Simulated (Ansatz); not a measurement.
Planning a GW calculation on MgAl2C2 (P-3m1).

```yaml
crystal:
  lattice:
    - [3.37700, 0.00000, 0.00000]
    - [-1.68850, 2.92457, 0.00000]
    - [0.00000, 0.00000, 5.81700]
  atoms:
    - { symbol: Mg, position: [0.00000, 0.00000, 0.00000] }
    - { symbol: Al, position: [0.33333, 0.66667, 0.35070] }
    - { symbol: Al, position: [0.66667, 0.33333, 0.64930] }
    - { symbol: C, position: [0.33333, 0.66667, 0.72899] }
    - { symbol: C, position: [0.66667, 0.33333, 0.27101] }
```

Geometry: measured cell, ions relaxed with r2SCAN. The runs that relaxed it are not among those shown. PAW set soft_2, made with PBE.

Runs so far (Ansatz 0.2.0, start r2SCAN, default PAW files, 6×6×4 mesh). Times are wall times on 1 × NVIDIA H100 80GB HBM3 (shared by 6 runs) with 2 threads of AMD EPYC 7R13 (Zen 3), shared host, good to a factor of about two.

| bands summed | cutoff (eV) | gap on the mesh (eV) | time |
| --- | --- | --- | --- |
| 72 | 60 | 2.469 | 12 s |
| 183 | 120 | 2.677 | 20 s |

Q: What should the next rung give, with 380 bands and screening to 200 eV, and where is the limit?

The error falls about as one over the bands when the cutoff rises with them. A line through the two highest rungs given predicts 2.747 eV; the run gave 2.778 eV, a miss of 0.030 eV, so the law holds only roughly here. The two highest rungs put the limit near 2.871 eV, the pair below near 2.813 eV; their difference is a rough measure of what is unsettled in bands and cutoff; the mesh is a separate error.

Gaps are over the mesh's points; an edge off the mesh would be missed. Limits: not at the basis limit.

[Paths, hosts, dates, memory and timing lines, banners, echoed tables and standing remarks are left out of the program output.]

[Logs are printed without paths, hosts, clocks, repeated set-up lines and the standing remarks that a program may print on its own settings, such as how far it seeks lower states.]

[Runs of the session that timed out or met a known fault of the program may be left out.]

[Cells called generated may have been cut or substituted from an entry of the Crystallography Open Database or the Materials Project.]

[Hosts, paths, dates, database ids (printed as entryN), source tags and the programs' standing remarks are cut or masked in the printed files.]
